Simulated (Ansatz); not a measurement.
# Direct or indirect: PbO (P4/nmm)

```xyz
4
Lattice="3.9900 0.0000 0.0000 0.0000 3.9900 0.0000 0.0000 0.0000 5.0100" Properties=species:S:1:pos:R:3 pbc="T T T"
Pb    1.9950    0.0000    3.8076
Pb    0.0000    1.9950    1.2024
O     1.9950    1.9950    0.0000
O     0.0000    0.0000    0.0000
```

Method: Ansatz, PBE, independent particles, without spin-orbit coupling, line width 0.1 eV (Gaussian). The band structure gives a fundamental gap of 1.15 eV. The spectrum of vertical transitions near the edge:

| E (eV) | Im ε, E ∥ xy | Im ε, E ∥ z |
| --- | --- | --- |
| 0.66 | 0.00 | 0.00 |
| 0.78 | 0.00 | 0.00 |
| 0.90 | 0.00 | 0.00 |
| 1.02 | 0.00 | 0.00 |
| 1.14 | 0.00 | 0.00 |
| 1.26 | 0.00 | 0.00 |
| 1.38 | 0.00 | 0.00 |
| 1.50 | 0.00 | 0.00 |
| 1.62 | 0.00 | 0.00 |
| 1.74 | 0.00 | 0.00 |
| 1.86 | 0.00 | 0.00 |
| 1.98 | 0.01 | 0.00 |
| 2.10 | 0.16 | 0.00 |
| 2.22 | 0.52 | 0.01 |
| 2.34 | 0.74 | 0.24 |
| 2.46 | 0.87 | 1.04 |
| 2.58 | 0.97 | 1.54 |
| 2.70 | 1.08 | 1.75 |
| 2.82 | 1.56 | 1.88 |
| 2.94 | 2.47 | 2.01 |
| 3.06 | 3.59 | 2.64 |
| 3.18 | 5.73 | 5.27 |
| 3.30 | 7.28 | 7.19 |
| 3.42 | 8.25 | 6.04 |

Q: Is the gap direct or indirect, and about where do vertical transitions set in?

A: Indirect, by the band path, whose least direct gap is 2.11 eV. The curves fit this: they stay near zero above 1.15 eV and rise only from about 2.1 eV, though a forbidden direct transition would look alike. Lines are broadened by 0.1 eV, which spreads the edge, and phonons, which would give weak absorption from the fundamental gap up, are left out.

[Logs are printed without paths, hosts, clocks, repeated set-up lines and the standing remarks that a program may print on its own settings, such as how far it seeks lower states.]
